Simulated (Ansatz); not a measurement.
**SiC (P6_3mc):O_i (void), thermodynamic levels from a 108-atom cell**

Aim: at which Fermi levels does O_i (void) in SiC (P6_3mc) change its charge? The model is a cell of 108 host atoms with 1 O put in.

Program: Ansatz 0.2.0. Level of theory: place-levels on r2SCAN runs: charge-transition levels and formation energies with image-charge correction and potential alignment at the atomic sites; PAW set soft_1. Results are calculated unless marked as measured.

**What experiment says.**

“Charge spill-out and work function of few-layer graphene on SiC(0001)” (2018, arxiv:1806.04908) quotes from earlier work for SiC, 6H (bulk crystal, literature): band gap (indirect gap, experimental literature value) 3.03 eV [Literature value cited in passing in the theory part; temperature and measurement method …].

Most raw output is cut from this account.

### Step 1. The starting structure

The cell holds 109 atoms: 54 Si, 54 C and 1 O. Cell: a = 9.236 Å, b = 9.236 Å, c = 15.108 Å, α = 90.0°, β = 90.0°, γ = 120.0°. It derives from SiC (space group P6_3mc). Nearest the centre at fractional (0.111, 0.222, 0.437): O109 at 0.00 Å, Si5 at 2.01 Å, Si53 at 2.01 Å, Si17 at 2.01 Å, C8 at 2.01 Å, C56 at 2.01 Å, C20 at 2.01 Å, Si74 at 2.37 Å.

The host's dielectric constants go in as inputs: (7.09, 7.09, 7.35) for the electrons alone, (10.43, 10.43, 10.95) with the ions, computed on the host (DFPT, PBEsol, on the r2SCAN cell), and a cell off the functional's own equilibrium shifts the ionic part.

The cell's shortest repeat is 9.2 Å.

### Step 2. The runs of each charge state

A transition level is the Fermi level at which two charge states cost the same, so each charge needs its own total energy, at its own relaxed structure.

Each atom starts 0.05 Å or so off its site in a random direction: a symmetric start keeps its symmetry, and would miss off-centre moves and Jahn–Teller distortions. Forces are taken at one point at (¼, ¼, ¼). The cell holds 2 electrons more than the neutral one, with a uniform background that keeps it neutral on the whole.

The sampling was tested on the host first: at the k-points planned (1x1x1 shifted 0.25 0.25 0.25) its energy lies -0.041 eV an atom from the dense-mesh value, a large miss, so this sampling is coarse for the host.

One state's input; the others differ in charge, spin, start and seed, and in occupations where the table says so.

qm2.relax/input.yaml reads:

```yaml
crystal:
  lattice:
    - [9.23599493, 0.0, 0.0]
    - [-4.61799746, 7.99860624, 0.0]
    - [0.0, 0.0, 15.1078644]
  atoms:
    - { symbol: Si, position: [0.11111111, 0.22222222, 0.8329854] }
    - { symbol: Si, position: [0.22222222, 0.11111111, 0.3329854] }
[... 2 atom lines left out ...]
    - { symbol: Si, position: [0.0, 0.0, 0.49972248] }
[... 2 atom lines left out ...]
    - { symbol: C, position: [0.0, 0.0, 0.37436694] }
[... 2 atom lines left out ...]
    - { symbol: C, position: [0.22222222, 0.11111111, 0.54152848] }
[... 2 atom lines left out ...]
    - { symbol: Si, position: [0.22222222, 0.44444444, 0.3329854] }
[... 2 atom lines left out ...]
    - { symbol: Si, position: [0.0, 0.33333333, 0.49972248] }
[... 2 atom lines left out ...]
    - { symbol: C, position: [0.0, 0.33333333, 0.37436694] }
[... 2 atom lines left out ...]
    - { symbol: C, position: [0.22222222, 0.44444444, 0.54152848] }
[... 17 atom lines left out ...]
    - { symbol: Si, position: [0.33333333, 0.0, 0.49972248] }
[... 2 atom lines left out ...]
    - { symbol: C, position: [0.33333333, 0.0, 0.37436694] }
[... 8 atom lines left out ...]
    - { symbol: Si, position: [0.33333333, 0.33333333, 0.49972248] }
[... 2 atom lines left out ...]
    - { symbol: C, position: [0.33333333, 0.33333333, 0.37436694] }
[... 8 atom lines left out ...]
    - { symbol: Si, position: [0.33333333, 0.66666667, 0.49972248] }
[... 2 atom lines left out ...]
    - { symbol: C, position: [0.33333333, 0.66666667, 0.37436694] }
[... 5 atom lines left out ...]
    - { symbol: Si, position: [0.88888889, 0.11111111, 0.3329854] }
[... 2 atom lines left out ...]
    - { symbol: Si, position: [0.66666667, 0.0, 0.49972248] }
[... 2 atom lines left out ...]
    - { symbol: C, position: [0.66666667, 0.0, 0.37436694] }
[... 2 atom lines left out ...]
    - { symbol: C, position: [0.88888889, 0.11111111, 0.54152848] }
[... 14 atom lines left out ...]
    - { symbol: Si, position: [0.88888889, 0.77777778, 0.3329854] }
[... 10 atom lines left out ...]
    - { symbol: O, position: [0.111111, 0.222222, 0.437048] }
  host:
    repeats: [3, 3, 1]
    atoms:
      - { symbol: Si, position: [0.33333333, 0.66666667, 0.8329854] }
      - { symbol: Si, position: [0.66666667, 0.33333333, 0.3329854] }
      # ... 10 more atoms of the perfect host
total_charge: -2
basis:
  ecutwfc: 500
  xc_grid: 2
hamiltonian:
  xc: r2scan
  pseudopotentials: { kind: paw, azcp: { folder: soft_1 } }
kpoints:
  mp_grid: { grid: [1, 1, 1], shift: [0.25, 0.25, 0.25] }
scf:
  occupations: { method: fixed }
  max_iter: 100
output:
  forces: true
  charged_corrections:
    epsilon: [7.09, 7.09, 7.35]
    static_epsilon: [10.43, 10.43, 10.95]
    defect_position: [0.111111, 0.222222, 0.437048]
relax:
  f_tol: 0.02
  max_steps: 80
  random_displacement: { amplitude: 0.05, seed: 5129 }
checkpoint:
  write: "../qm2.relax.run"
  compress: false
  write_wavefunctions: true
  write_every: 100000
```

Run with:

```console
> ansatz run input.yaml --threads 4 --pin off --max-ram 15073MiB --backend cpu --events-out ev --progress --plain --runs-dir out
```

The relaxed structure is kept and the sampling changed to a 2×2×2 shifted mesh.

The run of this state that the levels use, under r2SCAN:

qm2.point/input.yaml reads:

```yaml
crystal:
  checkpoint: "../qm2.relax.run"
  host: checkpoint
total_charge: -2
basis:
  ecutwfc: 500
  xc_grid: 2
hamiltonian:
  xc: r2scan
  pseudopotentials: { kind: paw, azcp: { folder: soft_1 } }
kpoints:
  mp_grid: { grid: [2, 2, 2], shift: [0.5, 0.5, 0.5] }
scf:
  occupations: { method: fermi_dirac, width: 0.01 }
  max_iter: 100
output:
  forces: true
  eigenvalues: true
  charged_corrections:
    epsilon: [7.09, 7.09, 7.35]
    static_epsilon: [10.43, 10.43, 10.95]
    defect_position: [0.111111, 0.222222, 0.437048]
  eigenstates: { localisation: true }
  populations: true
  band_densities: [{ bands: [v1, v1] }, { bands: [c1, c1] }]
  write_density: true
  write_potential: true
  volumetric_format: npy
  elf: true
checkpoint:
  read: "../qm2.relax.run"
  write: "../qm2.point.run"
  compress: false
  write_wavefunctions: false
  write_every: 100000
```

Relaxations under r2SCAN at one point at (¼, ¼, ¼); times on 4 threads of Arm Neoverse V1, shared host:

```csv
charge,moment (μB),occupations,outcome,steps,largest displacement against the far atoms (Å),time
−2,0,fixed,converged,8,0.42,5.4 min
−1,1,fixed,converged,16,0.48,22 min
0,0,fixed,converged,16,1.58,9.2 min
```

Single points under r2SCAN at a 2×2×2 shifted mesh; times on 4 threads of Arm Neoverse V1, shared host:

```csv
charge,moment (μB),occupations,outcome,time
−2,0,fermi-dirac,converged,4.4 min
−1,1,fermi-dirac,converged,11 min
0,0,fermi-dirac,converged,4.4 min
```

Distances (Å) from O109 to the nearest atoms after relaxation with r2SCAN:

```csv
charge,moment (μB),1.,2.,3.,4.,5.,6.
−2,0,Si 1.73,Si 1.73,Si 1.73,C 2.29,C 2.29,C 2.29
−1,1,Si 1.75,Si 1.75,Si 1.80,C 2.15,C 2.29,C 2.29
0,0,C 1.41,Si 1.59,Si 1.99,C 2.33,Si 2.67,Si 2.67
```

### Step 3. Levels against the band edges, r2SCAN

A charged cell interacts with its images and the background, and its potential has another zero than the host's. place-levels removes the first by a point-charge model, screened by the static dielectric constant since the ions have relaxed around the charge, and the second by comparing potentials at atoms far from the defect.

The host is a run of the defect-free crystal in the same cutoffs, grids and k-points, so that basis and sampling errors cancel in part in the differences. The host is run in a cell of 12 atoms on a matching mesh. Its band edges are searched through the zone by a band path, so the gap is smaller than, or equal to, that on the mesh. Chemical potentials are energies per atom of O (O2 molecule), run with the same functional and cutoff.

levels.point.yaml reads:

```yaml
host:
  run: host.point.run
states: [qm2.point.run, qm1_M1.point.run, q0.point.run]
geometry_from:
  qm2.point.run: qm2.relax.run
  qm1_M1.point.run: qm1_M1.relax.run
  q0.point.run: q0.relax.run
  host.point.run: host.relax.run
chemical_potentials:
  O:
    energy: -565.989614
    dataset: <sha256 of the dataset>
epsilon: [7.09, 7.09, 7.35]
static_epsilon: [10.43, 10.43, 10.95]
vertical:
  - { from: qm2.point.run, to: qm2.point_neutral.run }
  - { from: qm1_M1.point.run, to: qm1_M1.point_neutral.run }
```

Run with:

```console
> ansatz place-levels levels.point.yaml -- --threads 4 --pin off --max-ram 15073MiB
```

Run time: 0.54 s. Hardware: 4 threads of Arm Neoverse V1, shared host.

Levels between the charges placed, in eV above the valence top:

```csv
,gap (eV),(0/−1),(−1/−2)
r2SCAN,2.37,3.36,0.96
```

Corrections by state:

```csv
charge,moment (μB),image terms and alignment (eV),band filling (eV),ε used,"over the lowest of its charge, as the program ranks them, band filling apart (eV)"
0,0.0,0.000,-,-,0.000
−1,1.0,0.078,-,"principal values (10.43, 10.43, 10.95)",0.000
−2,0.0,0.476,-,"principal values (10.43, 10.43, 10.95)",0.000
```

The charged structures listed were also run neutral, and place-levels reads from each pair, by the potential or the spins, how wide the charge is by which they differ; that can be the carrier of either run.

```csv
charge,rms radius (Å),spread where it is widest against the cell (Å),wide from (Å),reading
−1,4.2,2.44,1.39,wide
−2,4.1,2.24,1.39,wide
```

The neutral runs of these pairs need not share the spin of the lowest neutral state, and very wide values only mean spread over the cell.

From the program's caveats on the states, each cut to its opening words:

- charge −1 (1 μB): it parts from the run at its places by a charge that spreads by about 2.4 Å along one vector (1.4 Å or more is wide), by its potential at epsilon [7.09, 7.09, [...]
- charge −1 (1 μB): flagged: stability check not made
- charge −2: it parts from the run at its places by a charge that spreads by about 2.2 Å along one vector (1.4 Å or more is wide), by its potential at epsilon [7.09, 7.09, [...]

The host's formation energy from the elements is -0.356 eV per atom; it sets how far the chemical potentials can move.

Limit set by the element alone; other compounds of these elements are not counted. Chemical potentials from the elements' reference states: C 0.00 eV, Si -0.71 eV, O 0.00 eV. Formation energies (C-rich), with the Fermi level at the valence top and at the conduction bottom (gap 2.37 eV):

```csv
charge,at valence top (eV),at conduction bottom (eV),correction included (eV)
0,1.21,1.21,0.00
−1,4.57,2.20,0.08
−2,5.53,0.80,0.48
```

(Fermi level (eV), lowest formation energy (eV)): (0.00, 1.21), (0.22, 1.21), (0.43, 1.21), (0.65, 1.21), (0.86, 1.21), (1.08, 1.21), (1.29, 1.21), (1.51, 1.21), (1.72, 1.21), (1.94, 1.21), (2.15, 1.21), (2.37, 0.80)

Limit set by the element alone; other compounds of these elements are not counted. Chemical potentials from the elements' reference states: Si 0.00 eV, C -0.71 eV, O 0.00 eV. Formation energies (Si-rich), with the Fermi level at the valence top and at the conduction bottom (gap 2.37 eV):

```csv
charge,at valence top (eV),at conduction bottom (eV),correction included (eV)
0,1.21,1.21,0.00
−1,4.57,2.20,0.08
−2,5.53,0.80,0.48
```

Fermi level (eV), lowest formation energy (eV) and a bar from the least value:
```
     0.00       1.21 ##############################
     0.22       1.21 ##############################
     0.43       1.21 ##############################
     0.65       1.21 ##############################
     0.86       1.21 ##############################
     1.08       1.21 ##############################
     1.29       1.21 ##############################
     1.51       1.21 ##############################
     1.72       1.21 ##############################
     1.94       1.21 ##############################
     2.15       1.21 ##############################
     2.37       0.80
```

### Step 4. The same at the relaxations' own k-points

The relaxations' own energies give the levels at their sampling, for comparison.

levels.relax_mesh.yaml reads:

```yaml
host:
  run: host.relax.run
states: [qm2.relax.run, qm1_M1.relax.run, q0.relax.run]
chemical_potentials:
  O:
    energy: -565.989614
    dataset: <sha256 of the dataset>
```

Run with:

```console
> ansatz place-levels levels.relax_mesh.yaml -- --threads 4 --pin off --max-ram 15073MiB
```

Elapsed: 0.18 s, on 4 threads.

Levels between neighbouring charges, in eV above the valence top:

```csv
,gap (eV),(0/−1),(−1/−2)
"one point at (¼, ¼, ¼)",2.38,3.43,0.98
a 2×2×2 shifted mesh,2.37,3.36,0.96
```

Going from one point at (¼, ¼, ¼) to a 2×2×2 shifted mesh moves the levels that carry no band-filling term by up to 0.07 eV and formation energies against the elements by up to 0.17 eV.

### Step 5. Outcome

* gap of the host: 2.37 eV (r2SCAN)
* level (0/minus 1): 3.36 eV above the valence top, past the conduction bottom, not a change between lowest states
* level (minus 1/minus 2): 0.96 eV above the valence top, not a change between lowest states
* level (0/minus 2): 2.16 eV above the valence top
* lowest of the charges placed, just above the valence top (0.02 eV): 0
* lowest of the charges placed, just below the conduction bottom (0.02 eV): −2
* lowest formation energy at mid-gap of the charges run, C-rich: 1.21 eV
* lowest formation energy at mid-gap of the charges run, Si-rich: 1.21 eV

What this shows: Of the charges placed (−2, −1 and 0), the lowest changes at 2.16 eV (0/−2) above the valence top, in a gap of 2.37 eV. (0/−2) lies nearer to a band edge than the share of the finite-size correction in it (0.24 eV), and that correction holds for a localised charge alone. (0/−2) passes over charge −1, which lies 1.20 eV above the two there; a lower structure or spin state of it, if missed, would change that. Charges above 0 and below −2 were not placed, so these runs say nothing of levels that involve them. States placed: 0 at 0 μB; −1 at 1 μB; −2 at 0 μB. Other spin states or structures, where not listed, weren't placed. At charge 0 the atom put in ends up to 1.6 Å from its starting place, so the name tells the start alone and the levels can join different sites. O is taken at its element; compounds, which aren't counted here, bound the chemical potentials and would shift these formation energies. Going from one point at (¼, ¼, ¼) to a 2×2×2 shifted mesh moves the levels that carry no band-filling term by up to 0.07 eV and formation energies against the elements by up to 0.17 eV. Keep in mind: r2SCAN makes the gap too small and tends to spread out bound carriers; where a gas molecule sets a chemical potential or the host's formation energy, its binding is uncorrected; force components of up to 0.31 eV/Å remain in a run at the final settings.

Calculation against experiment:

| quantity | measured | r2SCAN |
| --- | --- | --- |
| band gap (least gap of the host) (eV) | 3.03 | 2.37 (-0.66 eV) |

Measured values from arxiv:1806.04908 (2018).

How well it matches: The band gap is off by -0.66 eV: a clear miss. Local and semilocal functionals usually give gaps below the measured ones. Zero-point and thermal motion shift the measured gap.

[Logs are printed without paths, hosts, clocks, repeated set-up lines and the standing remarks that a program may print on its own settings, such as how far it seeks lower states.]

[Hosts, paths, dates, database ids (printed as entryN), source tags and the programs' standing remarks are cut or masked in the printed files.]

[Where a table of states has a column of steps, it counts the stored structures, which are thinned; the runs took as many ionic steps or more.]

[A defect's name tells the site on which it was built; relaxed atoms can leave that site.]

[For some hosts the program warned that the k-mesh of the response run may be too coarse for force constants and the static dielectric constant; such warnings are not shown here.]
